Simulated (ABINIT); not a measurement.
## Quasiparticle gap of MgS (Niningerite) in ABINIT

Aim: the G0W0 gap of MgS (Niningerite) on LDA, step by step.

Calculated with ABINIT 10.8.3; LDA and many-body steps on it, plane waves.

This is a report of a sequence of runs, with most program output left out.

## Step 1: The starting structure

The structure is cubic, space group Fm-3m (No. 225). The conventional cell has a = 5.203 Å, b = 5.203 Å, c = 5.203 Å, α = 90.00°, β = 90.00°, γ = 90.00°. Mg has 6 S at 2.60 Å nearest. S has 6 Mg at 2.60 Å nearest. Farther neighbours and most contacts between anions are not listed.

The cell and positions come from the Crystallography Open Database and are kept as given unless a step says otherwise.

## Step 2: Ground state

This step: ABINIT 10.8.3; DFT, LDA, plane waves, norm-conserving pseudopotentials.

The ground-state density comes first.

The input, run.abi:

```
acell 3*1.0 Angstrom
rprim 
  0.000000000000 2.601650000000 2.601650000000
  2.601650000000 0.000000000000 2.601650000000
  2.601650000000 2.601650000000 0.000000000000
ntypat 2
znucl 12 16
natom 2
typat 1 2
xred 
  0.000000000000 0.000000000000 0.000000000000
  0.500000000000 0.500000000000 0.500000000000
pp_dirpath "pseudos"
pseudos "Mg.upf, S.upf"
ecut 38
ngkpt 6 6 6
nshiftk 1
shiftk 0 0 0
kptopt 1
chksymbreak 0
nband 13
occopt 1
tolvrs 1e-10
nstep 60
prtwf 0
optforces 0
optstress 0
indata_prefix "in"
outdata_prefix "out"
tmpdata_prefix "tmp"
```

Launch:

```sh
OMP_NUM_THREADS=1 mpirun -n 4 abinit run.abi > log
```

The job ended after 5.5 s (4 MPI ranks of Arm Neoverse V2, shared host; peak memory 0.3 GiB; 20 s of CPU time).

Numbers from this step:

* total energy: -1917.0051 eV
* gap: 2.559 eV
* k of the valence top: 0, 0, 0
* k of the conduction bottom: 0.5, 0.5, 0
* least direct gap: 3.476 eV

The gap is indirect, with the least direct gap 0.92 eV higher.

## Step 3: Bands along the symmetry lines

The cheap functional maps the bands first; the places of the edges decide which points the dearer methods must see.

The input, run.abi:

```
acell 3*1.0 Angstrom
rprim 
  0.000000000000 2.601650000000 2.601650000000
  2.601650000000 0.000000000000 2.601650000000
  2.601650000000 2.601650000000 0.000000000000
ntypat 2
znucl 12 16
natom 2
typat 1 2
xred 
  0.000000000000 0.000000000000 0.000000000000
  0.500000000000 0.500000000000 0.500000000000
pp_dirpath "pseudos"
pseudos "Mg.upf, S.upf"
ecut 38
iscf -2
irdden 1
kptopt 0
nkpt 50
kpt 
  0.00000000 0.00000000 0.00000000
  0.06250000 0.00000000 0.06250000
  0.12500000 0.00000000 0.12500000
  0.18750000 0.00000000 0.18750000
  0.25000000 0.00000000 0.25000000
  0.31250000 0.00000000 0.31250000
  0.37500000 0.00000000 0.37500000
  0.43750000 0.00000000 0.43750000
  0.50000000 0.00000000 0.50000000
  0.51562500 0.03125000 0.51562500
  0.53125000 0.06250000 0.53125000
  0.54687500 0.09375000 0.54687500
  0.56250000 0.12500000 0.56250000
  0.57812500 0.15625000 0.57812500
  0.59375000 0.18750000 0.59375000
  0.60937500 0.21875000 0.60937500
  0.62500000 0.25000000 0.62500000
  0.37500000 0.37500000 0.75000000
  0.32812500 0.32812500 0.65625000
  0.28125000 0.28125000 0.56250000
  0.23437500 0.23437500 0.46875000
  0.18750000 0.18750000 0.37500000
  0.14062500 0.14062500 0.28125000
  0.09375000 0.09375000 0.18750000
  0.04687500 0.04687500 0.09375000
  0.00000000 0.00000000 0.00000000
  0.06250000 0.06250000 0.06250000
  0.12500000 0.12500000 0.12500000
  0.18750000 0.18750000 0.18750000
  0.25000000 0.25000000 0.25000000
  0.31250000 0.31250000 0.31250000
  0.37500000 0.37500000 0.37500000
  0.43750000 0.43750000 0.43750000
  0.50000000 0.50000000 0.50000000
  0.50000000 0.46875000 0.53125000
  0.50000000 0.43750000 0.56250000
  0.50000000 0.40625000 0.59375000
  0.50000000 0.37500000 0.62500000
  0.50000000 0.34375000 0.65625000
  0.50000000 0.31250000 0.68750000
  0.50000000 0.28125000 0.71875000
  0.50000000 0.25000000 0.75000000
  0.50000000 0.21875000 0.71875000
  0.50000000 0.18750000 0.68750000
  0.50000000 0.15625000 0.65625000
  0.50000000 0.12500000 0.62500000
  0.50000000 0.09375000 0.59375000
  0.50000000 0.06250000 0.56250000
  0.50000000 0.03125000 0.53125000
  0.50000000 0.00000000 0.50000000
istwfk *1
nband 15
nbdbuf 2
tolwfr 1e-08
nstep 40
prtwf 0
prtvol 0
indata_prefix "in"
outdata_prefix "out"
tmpdata_prefix "tmp"
```

It took 7 s on 4 MPI ranks; peak memory 0.29 GiB.

Numbers from this step:

- gap: 2.559 eV
- k of the valence top: 0, 0, 0
- k of the conduction bottom: 0.5, 0, 0.5
- least direct gap: 3.476 eV

The gap is 2.559 eV, as in the run before at this level.

Electronic bands along the path, in eV, zero at the top of the highest filled band; v1 is the highest filled band, c1 the lowest empty one:

```csv
point,v4,v3,v2,v1,c1,c2,c3,c4
Γ,-12.65,0.00,0.00,0.00,3.48,7.83,7.83,7.83
halfway,-11.90,-2.59,-0.98,-0.98,4.80,5.50,8.02,10.02
X,-10.94,-4.24,-1.70,-1.70,2.56,4.27,11.79,12.65
halfway,-10.93,-4.11,-2.28,-1.62,3.01,4.91,11.02,11.15
U,-10.94,-3.74,-3.24,-1.37,3.71,6.57,9.51,9.92
jump to K,-10.94,-3.74,-3.24,-1.37,3.71,6.57,9.51,9.92
halfway,-11.83,-3.09,-1.51,-0.30,6.00,7.10,7.18,7.72
Γ,-12.65,0.00,0.00,0.00,3.48,7.83,7.83,7.83
halfway,-12.08,-2.86,-0.32,-0.32,4.77,7.66,7.66,8.13
L,-11.31,-4.90,-0.59,-0.59,4.37,6.73,6.73,9.85
halfway,-11.12,-4.37,-2.16,-1.16,5.39,5.94,8.24,9.26
W,-10.90,-3.27,-3.27,-2.41,5.08,7.83,7.83,7.85
halfway,-10.92,-3.99,-2.28,-2.10,3.60,5.37,9.89,10.47
X,-10.94,-4.24,-1.70,-1.70,2.56,4.27,11.79,12.65
```

## Step 4: Empty states on the mesh, 4×4×4 mesh, 54 bands

The sums over transitions need many empty states on a uniform mesh; this step solves for them.

The input, run.abi:

```
acell 3*1.0 Angstrom
rprim 
  0.000000000000 2.601650000000 2.601650000000
  2.601650000000 0.000000000000 2.601650000000
  2.601650000000 2.601650000000 0.000000000000
ntypat 2
znucl 12 16
natom 2
typat 1 2
xred 
  0.000000000000 0.000000000000 0.000000000000
  0.500000000000 0.500000000000 0.500000000000
pp_dirpath "pseudos"
pseudos "Mg.upf, S.upf"
ecut 38
ngkpt 4 4 4
nshiftk 1
shiftk 0 0 0
kptopt 1
chksymbreak 0
iscf -2
irdden 1
istwfk *1
nband 54
nbdbuf 4
tolwfr 1e-09
nstep 60
prtvol 0
indata_prefix "in"
outdata_prefix "out"
tmpdata_prefix "tmp"
```

Elapsed: 6.2 s, on 4 MPI ranks; peak memory 0.28 GiB; 24 s of CPU time.

Numbers from this step:

- gap: 2.559 eV
- k of the valence top: 0, 0, 0
- k of the conduction bottom: 0.5, 0.5, 0
- least direct gap: 3.476 eV
- k points computed: 8
- lowest point of the top converged band, above the valence top: 53.1076 eV

On this mesh the gap is 2.559 eV.

## Step 5: Screening, 4×4×4 mesh, 50 bands, screening to 130.6 eV

The RPA dielectric matrix is built and inverted for each q.

This step: RPA screening on LDA, plane waves, norm-conserving pseudopotentials.

Changes to run.abi since step 4:

```diff
@@ -20,10 +20,11 @@
 chksymbreak 0
-iscf -2
-irdden 1
 istwfk *1
-nband 54
-nbdbuf 4
-tolwfr 1e-09
-nstep 60
-prtvol 0
+occopt 1
+irdwfk 1
+optdriver 3
+nband 50
+ecuteps 4.8
+inclvkb 2
+awtr 1
+symchi 1
 indata_prefix "in"
```

It took 4.6 s on 4 MPI ranks; peak memory 0.49 GiB; 18 s of CPU time.

Numbers from this step:

| Quantity | Value |
| --- | --- |
| ε∞ with local fields, on this mesh, along the program's q direction | 6.557 |
| the same without local fields | 7.547 |
| plasma frequency | 25.03 eV |
| plane waves in the screening matrix | 113 |

Local fields lower ε∞ by 13 %. On a Γ-centred mesh this coarse the value itself is usually too large, while a short band sum pulls it down.

## Step 6: Self-energy, 4×4×4 mesh, 50 bands, screening to 130.6 eV

The self-energy is evaluated for the states that the input lists, and the levels follow from it, in one-shot runs by the linearised quasiparticle equation.

This step: G0W0 on LDA, plane waves, norm-conserving pseudopotentials.

Changes to run.abi since step 5:

```diff
@@ -23,8 +23,17 @@
 irdwfk 1
-optdriver 3
+optdriver 4
 nband 50
+gwcalctyp 0
+ecutsigx 38
+symsigma 1
+nkptgw 2
+kptgw 
+  0.0000000000 0.0000000000 0.0000000000
+  0.5000000000 0.5000000000 0.0000000000
+bdgw 
+  6 12
+  7 10
 ecuteps 4.8
-inclvkb 2
-awtr 1
-symchi 1
+irdscr 1
+ppmodel 1
 indata_prefix "in"
```

Elapsed: 2.8 s, on 4 MPI ranks; peak memory 0.16 GiB; 11 s of CPU time.

Numbers from this step:

| Quantity | Value |
| --- | --- |
| G0W0 gap on the points computed | 4.290 eV |
| starting gap on the mesh | 2.559 eV |
| k of the valence top | 0, 0, 0 |
| k of the conduction bottom | 0.5, 0.5, 0 |
| Z at the valence top | 0.784 |
| Z at the conduction bottom | 0.817 |
| least direct G0W0 gap on the computed points | 5.110 eV |

The gap on the mesh goes from 2.56 eV to 4.29 eV, a correction of +1.73 eV.

Limits: finite bands, cutoff and mesh; coarse k mesh. v1 is the top filled band, c1 the lowest empty one. Levels before and after the correction, in eV, zero at the valence-band top of each column:

```
           conduction bottom  valence top
Kohn-Sham               2.56         0.00
     G0W0               4.29         0.00
```

|  | level | energy (eV) |
| --- | --- | --- |
| Kohn-Sham | Γ v3-v1 | 0.000 |
| Kohn-Sham | Γ c1 | 3.476 |
| Kohn-Sham | Γ c2-c4 | 7.833 |
| Kohn-Sham | (0.5 0.5 0) v2-v1 | -1.702 |
| Kohn-Sham | (0.5 0.5 0) c1 | 2.559 |
| Kohn-Sham | (0.5 0.5 0) c2 | 4.268 |
| G0W0 | Γ v3-v1 | 0.000 |
| G0W0 | Γ c1 | 5.110 |
| G0W0 | Γ c2-c4 | 9.565 |
| G0W0 | (0.5 0.5 0) v2-v1 | -1.780 |
| G0W0 | (0.5 0.5 0) c1 | 4.290 |
| G0W0 | (0.5 0.5 0) c2 | 5.782 |

## Step 7: Where the time went

Times are wall times on 4 MPI ranks of Arm Neoverse V2, shared host, good to a factor of about two.

```csv
step,time,share,memory (GiB)
ground state,5.5 s,21 %,0.3
bands along the symmetry lines,7 s,27 %,0.29
empty states on the mesh,6.2 s,24 %,0.28
screening,4.6 s,18 %,0.49
self-energy,2.8 s,11 %,0.16
```

## Step 8: Results

```
LDA gap              : 2.56 eV, indirect
G0W0 gap on the mesh : 4.29 eV
GW settings          : 4×4×4 mesh, 50 bands, screening to 130.6 eV, Godby-Needs plasmon pole
known limits         : not at the basis limit; coarse k mesh
```

G0W0 moves the gap on the mesh from 2.56 eV to 4.29 eV (+1.73 eV), with Z of 0.78 and 0.82 at the edges. Local fields lower the RPA ε∞ on this mesh from 7.55 to 6.56; a Γ-centred mesh this coarse tends to raise both, most where the direct gap is narrow, while a short band sum lowers them. Only 2 of the mesh's irreducible points were corrected, so a valley elsewhere could overtake. Bands and cutoff are finite, so the gap is not at the basis limit. The miss can reach some tenths of an eV and take either sign; the mesh is an error of its own. In the G0W0 run levels were corrected at 2 k points alone, so a gap called «on the mesh» is the least over those, and an edge elsewhere would be missed. The 4×4×4 mesh is coarse for this cell, which bears on the long-range parts of exchange and screening.

[Paths, hosts, dates, memory and timing lines, banners, echoed tables and standing remarks are left out of the program output.]

[Logs are printed without paths, hosts, clocks, repeated set-up lines and the standing remarks that a program may print on its own settings, such as how far it seeks lower states.]

[Runs of the session that timed out or met a known fault of the program may be left out.]

[Hosts, paths, dates, database ids (printed as entryN), source tags and the programs' standing remarks are cut or masked in the printed files.]

[G0W0 gaps are taken among the corrected bands and points alone; a level outside them can change the order at an edge.]

[Where Ansatz stands beside ABINIT at settings called matched, ABINIT's density can come from a denser mesh and the files from another edition; pairs whose starting gaps differed by over 0.03 eV were left out, so agreement reads better than it is.]
